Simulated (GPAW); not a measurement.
## Ballistic transport through benzene-1,4-diamine between two Au chains, cheap and dear

Aim: T(E), conductance and thermopower of benzene-1,4-diamine between two Au chains, and what cheaper settings cost in accuracy.

Main program and level: GPAW 26.7.0; GPAW LCAO, PAW setups; Landauer transmission from Green's functions with principal layers (ASE), zero bias.

Report form: the programs' logs are mostly left out.

**1. Set-up**

The cell holds 26 atoms: 10 Au, 8 H, 2 N and 6 C. Its edges and angles: a = 10.798 Å, b = 9.028 Å, c = 32.482 Å, α = 90.0°, β = 90.0°, γ = 90.0°. Regions: left lead, 5 atoms (5 Au); channel, 16 atoms (8 H, 2 N and 6 C); right lead, 5 atoms (5 Au). Vacuum lies along a and b. The structure is stacked along c, and the current runs across the ab planes.

**2. Double-zeta polarised basis**

Localised orbitals split the wire into layers that couple to their neighbours alone, which is what the Green's function method needs; double zeta with polarisation is the usual level for numbers.

run.py

```python
import json
import numpy as np
from ase import Atoms
from ase.transport.calculators import TransportCalculator
from gpaw import GPAW, FermiDirac
from gpaw.lcao.tools import get_lcao_hamiltonian
from scipy.linalg import eigh

# The junction with lead layers at both ends, along the third cell vector
device = Atoms(
    ['Au', 'Au', 'Au', 'Au', 'Au', 'H', 'H', 'N', 'C', 'H', 'H', 'C', 'C', 'C', 'C', 'H', 'H', 'C', 'N', 'H', 'H', 'Au', 'Au', 'Au', 'Au', 'Au'],
    positions=[
        [5.39885, 4.51413, 1.30000],
        [5.39885, 4.51413, 3.90000],
        [5.39885, 4.51413, 6.50000],
        [5.39885, 4.51413, 9.10000],
        [5.39885, 4.51413, 11.70000],
        [4.55580, 3.25000, 13.23826],
        [6.24190, 3.25000, 13.23826],
        [5.39885, 3.72302, 13.54777],
        [5.39885, 4.03801, 14.91107],
        [7.54770, 4.15539, 15.06833],
        [3.25000, 4.15539, 15.06833],
        [6.59774, 4.29888, 15.57527],
        [4.19997, 4.29888, 15.57527],
        [6.59774, 4.72937, 16.90700],
        [4.19997, 4.72937, 16.90700],
        [7.54771, 4.87286, 17.41394],
        [3.25000, 4.87286, 17.41394],
        [5.39885, 4.99024, 17.57120],
        [5.39885, 5.30524, 18.93450],
        [6.24190, 5.77825, 19.24401],
        [4.55581, 5.77825, 19.24401],
        [5.39885, 4.51413, 20.78227],
        [5.39885, 4.51413, 23.38227],
        [5.39885, 4.51413, 25.98227],
        [5.39885, 4.51413, 28.58227],
        [5.39885, 4.51413, 31.18227]],
    cell=[[10.79771, 0.0, 0.0], [0.0, 9.02825, 0.0], [0.0, 0.0, 32.48227]],
    pbc=True)

# One principal layer of the lead: the first 3 atoms of the device
lead = Atoms(
    ['Au', 'Au', 'Au'],
    positions=[
        [5.39885, 4.51413, 1.30000],
        [5.39885, 4.51413, 3.90000],
        [5.39885, 4.51413, 6.50000]],
    cell=[[10.79771, 0.0, 0.0], [0.0, 9.02825, 0.0], [0.0, 0.0, 7.8]],
    pbc=True)

settings = dict(mode='lcao', basis='dzp', xc='PBE', h=0.18,
                occupations=FermiDirac(0.1), maxiter=250,
                mixer=dict(beta=0.1, nmaxold=8, weight=100.0),
                convergence=dict(density=0.0001))
energies = np.arange(-2, 2 + 1e-9, 0.05)
eta = 0.0001
n1, n2 = 1, 1
# k and -k transmit alike, so half of the mesh across the current serves
mesh = [(i, j) for i in range(n1) for j in range(n2) if (i, j) <= (-i % n1, -j % n2)]
weights = np.array([1 if (i, j) == (-i % n1, -j % n2) else 2 for i, j in mesh]) / (n1 * n2)

# [... helper functions left out ...]
fermi_lead = ground_state(lead, (1, 1, 15), 'lead.txt')
fermi_device = ground_state(device, (1, 1, 3), 'device.txt')
# [... loop over the mesh left out, but for ...]
        # Shift the lead onto the potential of the device's first layer
        shift = ((H[:, 0, 0] - H0[:, 0, 0]) / S0[0, 0]).real.mean()
# [...]
kT = 8.617333e-5 * 500
bias = [0.1, 0.2, 0.5, 1.0, 1.5, 2.0]
# [... integrals and printing left out ...]
```

Started as:

```
> OMP_NUM_THREADS=1 OPENBLAS_NUM_THREADS=1 python run.py
```

It took 61 s on 1 thread of Arm Neoverse V2, shared host; peak memory 1.7 GiB.

This step gave:

```
conductance                                    : 0.08368 G₀
largest coupling past the next principal layer : 2.46e-7 eV
largest misfit of the first principal layer    : 0.06497 eV
shift that aligns the lead                     : -0.02473 eV
basis functions of the junction                : 294
basis functions of a principal layer           : 45
transmission at the Fermi level (one spin)     : 0.08176
```

One spin. The transmission, zone mean by energy, zero at the Fermi level:

energy (eV), transmission, zone mean and a bar:
```
    -2.00      0.056 #
    -1.90      0.014 
    -1.80      0.893 ##############################
    -1.70      0.013 
    -1.55      0.021 
    -1.45      0.029 #
    -1.35      0.039 #
    -1.25      0.056 #
    -1.15      0.120 ####
    -1.05      0.087 ###
    -0.90      0.072 ##
    -0.80      0.073 ##
    -0.70      0.079 ##
    -0.60      0.092 ###
    -0.50      0.108 ###
    -0.40      0.120 ####
    -0.25      0.127 ####
    -0.15      0.108 ###
    -0.05      0.090 ###
     0.00      0.082 ##
     0.05      0.076 ##
     0.15      0.067 ##
     0.25      0.062 ##
     0.40      0.058 ##
     0.50      0.056 #
     0.60      0.056 #
     0.70      0.057 ##
     0.80      0.056 #
     0.90      0.061 ##
     1.05      0.066 ##
     1.15      0.072 ##
     1.25      0.078 ##
     1.35      0.087 ###
     1.45      0.098 ###
     1.55      0.112 ###
     1.70      0.143 ####
     1.80      0.172 #####
     1.90      0.214 #######
     2.00      0.273 #########
```

Not self-consistent under bias; the bias window is split evenly. Table of current through one cell, from the zero-bias transmission by bias:

```
bias (V)  current through one cell, from the zero-bias transmission (μA)
   0.100                                                           0.650
   0.200                                                            1.31
   0.500                                                            3.36
   1.000                                                            6.75
   1.500                                                            9.59
   2.000                                                            12.2
```

The transmission of the three most open eigenchannels by energy, zero at the Fermi level:

```csv
energy (eV),channel 1,channel 2,channel 3
-2.00,0.0563,1.0e-4,1.4e-6
-1.90,0.0141,3.2e-4,1.1e-6
-1.80,0.893,4.1e-4,9.5e-7
-1.70,0.0130,8.4e-7,8.1e-7
-1.55,0.0214,1.9e-6,7.3e-7
-1.45,0.0289,1.8e-6,6.8e-7
-1.35,0.0386,1.6e-6,6.2e-7
-1.25,0.0562,1.4e-6,8.1e-7
-1.15,0.120,1.3e-5,2.1e-6
-1.05,0.0870,2.3e-5,2.6e-6
-0.90,0.0722,2.1e-5,3.4e-6
-0.80,0.0725,1.9e-5,2.2e-6
-0.70,0.0791,1.7e-5,2.3e-6
-0.60,0.0915,1.5e-5,2.2e-6
-0.50,0.108,1.2e-5,2.0e-6
-0.40,0.120,8.4e-6,1.8e-6
-0.25,0.127,1.6e-6,4.3e-11
-0.15,0.108,1.4e-6,1.1e-8
-0.05,0.0898,0,0
0.00,0.0818,0,0
0.05,0.0756,0,0
0.15,0.0671,0,0
0.25,0.0617,0,0
0.40,0.0575,0,0
0.50,0.0564,0,0
0.60,0.0563,0,0
0.70,0.0571,0,0
0.80,0.0557,0,0
0.90,0.0609,0,0
1.05,0.0665,0,0
1.15,0.0716,0,0
1.25,0.0782,0,0
1.35,0.0867,0,0
1.45,0.0977,0,0
1.55,0.112,0,0
1.70,0.143,0,0
1.80,0.172,0,0
1.90,0.214,0,0
2.00,0.273,0,0
```

Couplings past the next layer reach 2.5e-7 eV, small enough to drop; the matrix elements of the cell's first layer differ from the bulk lead's by up to 0.065 eV. That layer keeps its own values in the calculation, and only beyond it is the lead taken as perfect. The Fermi levels of lead and junction count from different zeros of potential, one for each periodic cell; with both set to zero, the small remaining shift is what aligns them. Without spin-orbit coupling, which is large for these atoms, channel counts and T are those of the scalar-relativistic bands. By hand: G = 0.08368 × 77.48 μS = 6.48 μS, a resistance of 154 kΩ; at 0.1 V a linear junction would pass 0.648 μA, and the integral over the bias window gives 0.650 μA.

**3. Single-zeta polarised basis**

The second zeta is dropped, the polarisation orbitals stay.

run.py: that of step 2 with these lines changed.

```diff
@@ -51,3 +51,3 @@
 
-settings = dict(mode='lcao', basis='dzp', xc='PBE', h=0.18,
+settings = dict(mode='lcao', basis='szp(dzp)', xc='PBE', h=0.18,
                 occupations=FermiDirac(0.1), maxiter=250,
```

Elapsed: 49 s, on 1 thread; peak memory 1.6 GiB.

Numbers from this step:

| Property | Result |
| --- | --- |
| conductance | 0.1159 G₀ |
| largest coupling past the next principal layer | 2.47e-7 eV |
| largest misfit of the first principal layer | 0.06161 eV |
| shift that aligns the lead | -0.01092 eV |
| basis functions of the junction | 194 |
| basis functions of a principal layer | 27 |
| transmission at the Fermi level (one spin) | 0.1122 |

One spin. The transmission, zone mean by energy, zero at the Fermi level:

energy (eV), transmission, zone mean and a bar:
```
    -2.00      0.660 ####################
    -1.90      0.873 ##########################
    -1.85      0.084 ##
    -1.70      0.002 
    -1.60      0.004 
    -1.45      0.012 
    -1.30      0.027 #
    -1.15      0.050 #
    -1.05      0.052 ##
    -0.90      0.062 ##
    -0.75      0.067 ##
    -0.60      0.070 ##
    -0.50      0.077 ##
    -0.35      0.108 ###
    -0.20      0.148 ####
    -0.05      0.122 ####
     0.00      0.112 ###
     0.05      0.107 ###
     0.20      0.101 ###
     0.35      0.106 ###
     0.50      0.118 ####
     0.60      0.131 ####
     0.75      0.160 #####
     0.90      0.206 ######
     1.05      0.282 ########
     1.15      0.360 ###########
     1.30      0.542 ################
     1.45      0.812 ########################
     1.60      0.998 ##############################
     1.70      0.922 ############################
     1.85      0.631 ###################
     2.00      0.393 ############
```

Not self-consistent under bias; the bias window is split evenly. Table of current through one cell, from the zero-bias transmission by bias:

```csv
bias (V),"current through one cell, from the zero-bias transmission (μA)"
0.100,0.901
0.200,1.81
0.500,4.66
1.000,8.88
1.500,12.9
2.000,18.1
```

Table of transmission of the three most open eigenchannels by energy, zero at the Fermi level:

```csv
energy (eV),channel 1,channel 2,channel 3
-2.000,0.660,2.5e-5,1.1e-6
-1.800,0.00822,2.0e-4,2.4e-7
-1.600,0.00422,5.9e-7,9.2e-8
-1.400,0.0159,2.1e-6,5.4e-8
-1.200,0.0546,5.9e-6,2.9e-6
-1.000,0.0557,9.4e-6,3.4e-6
-0.800,0.0660,9.2e-6,3.8e-6
-0.600,0.0699,9.4e-6,3.6e-6
-0.400,0.0929,8.8e-6,4.1e-6
-0.200,0.148,3.9e-6,4.0e-7
0.000,0.112,0,0
0.200,0.101,0,0
0.400,0.109,0,0
0.600,0.131,0,0
0.800,0.178,0,0
1.000,0.252,0,0
1.200,0.410,0,0
1.400,0.717,0,0
1.600,0.998,0,0
1.800,0.731,0,0
2.000,0.393,0,0
```

The conductance, 0.116 G₀, lies 39 % above that of the dzp run.

**4. GPAW, sz: basis = "sz(dzp)"**

One function for each valence shell of the setup, as for a first survey of a large system.

run.py: that of step 3 with these lines changed.

```diff
@@ -51,3 +51,3 @@
 
-settings = dict(mode='lcao', basis='szp(dzp)', xc='PBE', h=0.18,
+settings = dict(mode='lcao', basis='sz(dzp)', xc='PBE', h=0.18,
                 occupations=FermiDirac(0.1), maxiter=250,
```

Elapsed: 39 s, on 1 thread; peak memory 1.6 GiB.

Numbers from this step:

* conductance: 0.1618 G₀
* largest misfit of the first principal layer: 0.06150 eV
* shift that aligns the lead: -0.01716 eV
* basis functions of the junction: 100
* basis functions of a principal layer: 18
* transmission at the Fermi level (one spin): 0.1565

One spin. Table of transmission, zone mean by energy, zero at the Fermi level:

energy (eV), transmission, zone mean and a bar:
```
    -2.00      0.884 ###########################
    -1.95      0.969 #############################
    -1.85      0.048 #
    -1.70      0.002 
    -1.60      0.005 
    -1.45      0.015 
    -1.30      0.037 #
    -1.15      0.060 ##
    -1.05      0.070 ##
    -0.90      0.084 ##
    -0.75      0.088 ###
    -0.60      0.089 ###
    -0.50      0.099 ###
    -0.35      0.137 ####
    -0.20      0.177 #####
    -0.05      0.163 #####
     0.00      0.156 #####
     0.05      0.154 #####
     0.20      0.159 #####
     0.35      0.179 #####
     0.50      0.215 ######
     0.60      0.250 #######
     0.75      0.328 ##########
     0.90      0.451 ##############
     1.05      0.640 ###################
     1.15      0.794 ########################
     1.30      0.981 #############################
     1.35      0.999 ##############################
     1.45      0.943 ############################
     1.60      0.717 ######################
     1.70      0.561 #################
     1.85      0.383 ###########
     2.00      0.269 ########
```

The conductance, 0.162 G₀, lies 93 % above that of the dzp run.

**5. LDA in the dzp basis: xc = "LDA"**

Back in the dzp basis, the functional changes from PBE to LDA, to set the spread between functionals beside that between bases.

run.py: that of step 4 with these lines changed.

```diff
@@ -51,3 +51,3 @@
 
-settings = dict(mode='lcao', basis='sz(dzp)', xc='PBE', h=0.18,
+settings = dict(mode='lcao', basis='dzp', xc='LDA', h=0.18,
                 occupations=FermiDirac(0.1), maxiter=250,
```

Run time: 50 s. Hardware: 1 thread; peak memory 1.7 GiB.

Numbers from this step:

```yaml
conductance: 0.09240 G₀
largest_coupling_past_the_next_principal_layer: 2.28e-7 eV
largest_misfit_of_the_first_principal_layer: 0.06292 eV
shift_that_aligns_the_lead: -0.01651 eV
basis_functions_of_the_junction: 294
basis_functions_of_a_principal_layer: 45
transmission_at_the_fermi_level_one_spin: 0.08997
```

The conductance, 0.0924 G₀, lies 10 % above that of the dzp run.

**6. Cost and result by level**

Times are for 1 thread of Arm Neoverse V2, shared host. Results by setting:

```csv
no.,run,conductance (G₀),time,memory (GiB)
1,dzp,0.08368,61 s,1.7
2,szp,0.1159,49 s,1.6
3,sz,0.1618,39 s,1.6
4,dzp LDA,0.09240,50 s,1.7
```

**7. Comparison**

The curves are compared point by point over the common energies.

This step: comparison of transmission and cost over codes and levels (GPAW 26.7.0).

Ladder, by row:

| step | code | T at the Fermi level (sum over the listed spins) | conductance (G0) | r.m.s. T(E) from the first | wall time (s) | peak memory (GiB) | threads |
| --- | --- | --- | --- | --- | --- | --- | --- |
| dzp | GPAW | 0.08176 | 0.08368 | 0 | 61.13 | 1.68 | 1 |
| szp | GPAW | 0.1122 | 0.1159 | 0.335 | 49 | 1.65 | 1 |
| sz | GPAW | 0.1565 | 0.1618 | 0.381 | 39.48 | 1.58 | 1 |
| dzp-LDA | GPAW | 0.08997 | 0.0924 | 0.1044 | 49.51 | 1.68 | 1 |

The transmission, zone mean, sum over the listed spins by energy, zero at the Fermi level:

```
energy (eV)     dzp      szp       sz  dzp-LDA
      -2.00  0.0564    0.660    0.884   0.0637
      -1.85  0.0143   0.0844   0.0475  0.00583
      -1.80   0.893  0.00841  0.00522  0.00956
      -1.70  0.0130  0.00172  0.00200   0.0333
      -1.50  0.0250  0.00891   0.0113   0.0350
      -1.35  0.0386   0.0208   0.0268   0.0489
      -1.20  0.0792   0.0546   0.0582   0.0974
      -1.05  0.0870   0.0524   0.0696    0.100
      -0.90  0.0722   0.0622   0.0840   0.0883
      -0.70  0.0791   0.0664   0.0881   0.0914
      -0.55  0.0996   0.0728   0.0925    0.104
      -0.40   0.120   0.0929    0.120    0.121
      -0.25   0.127    0.176    0.193    0.142
      -0.10   0.101    0.140    0.194    0.116
       0.00  0.0818    0.112    0.156   0.0900
       0.10  0.0708    0.104    0.154   0.0771
       0.25  0.0617    0.102    0.164   0.0665
       0.40  0.0575    0.109    0.189   0.0613
       0.55  0.0562    0.124    0.231   0.0593
       0.70  0.0571    0.149    0.298   0.0599
       0.90  0.0609    0.206    0.451   0.0626
       1.05  0.0665    0.282    0.640   0.0673
       1.20  0.0747    0.410    0.870   0.0745
       1.35  0.0867    0.625    0.999   0.0849
       1.50   0.104    0.901    0.878    0.100
       1.70   0.143    0.922    0.561    0.133
       1.85   0.191    0.631    0.383    0.173
       2.00   0.273    0.393    0.269    0.240
```

**8. K-points along the lead 40: lead_nz = 40**

The lead's own mesh along the current sets its density and potential; where the lead is aligned to the junction's end layer, a rigid shift drops out.

This step: GPAW LCAO, PAW setups; Landauer transmission from Green's functions with principal layers (ASE), zero bias (GPAW 26.7.0).

run.py: that of step 5 with these lines changed.

```diff
@@ -51,3 +51,3 @@
 
-settings = dict(mode='lcao', basis='dzp', xc='LDA', h=0.18,
+settings = dict(mode='lcao', basis='dzp', xc='PBE', h=0.18,
                 occupations=FermiDirac(0.1), maxiter=250,
@@ -63,3 +63,3 @@
 # [... helper functions left out ...]
-fermi_lead = ground_state(lead, (1, 1, 15), 'lead.txt')
+fermi_lead = ground_state(lead, (1, 1, 40), 'lead.txt')
 fermi_device = ground_state(device, (1, 1, 3), 'device.txt')
```

Run time: 64 s. Hardware: 1 thread; peak memory 1.7 GiB.

Numbers from this step:

| Property | Result |
| --- | --- |
| conductance | 0.08365 G₀ |
| largest coupling past the next principal layer | 2.46e-7 eV |
| largest misfit of the first principal layer | 0.06504 eV |
| shift that aligns the lead | -0.02489 eV |
| transmission at the Fermi level (one spin) | 0.08174 |

One spin. Table of transmission, zone mean by energy, zero at the Fermi level:

energy (eV), transmission, zone mean and a bar:
```
    -2.00      0.056 #
    -1.85      0.014 
    -1.80      0.893 ##############################
    -1.70      0.013 
    -1.60      0.018 
    -1.45      0.029 #
    -1.30      0.046 #
    -1.15      0.120 ####
    -1.05      0.087 ###
    -0.90      0.072 ##
    -0.75      0.075 ##
    -0.60      0.092 ###
    -0.50      0.108 ###
    -0.35      0.121 ####
    -0.25      0.127 ####
    -0.20      0.115 ###
    -0.05      0.090 ###
     0.00      0.082 ##
     0.05      0.076 ##
     0.20      0.064 ##
     0.35      0.059 ##
     0.50      0.056 #
     0.60      0.056 #
     0.75      0.058 ##
     0.90      0.061 ##
     1.05      0.066 ##
     1.15      0.072 ##
     1.30      0.082 ##
     1.45      0.098 ###
     1.60      0.121 ####
     1.70      0.143 ####
     1.85      0.191 ######
     2.00      0.273 #########
```

(Continued in part 2 of 2.)

[Logs are printed without paths, hosts, clocks, repeated set-up lines and the standing remarks that a program may print on its own settings, such as how far it seeks lower states.]

[Hosts, paths, dates, database ids (printed as entryN), source tags and the programs' standing remarks are cut or masked in the printed files.]
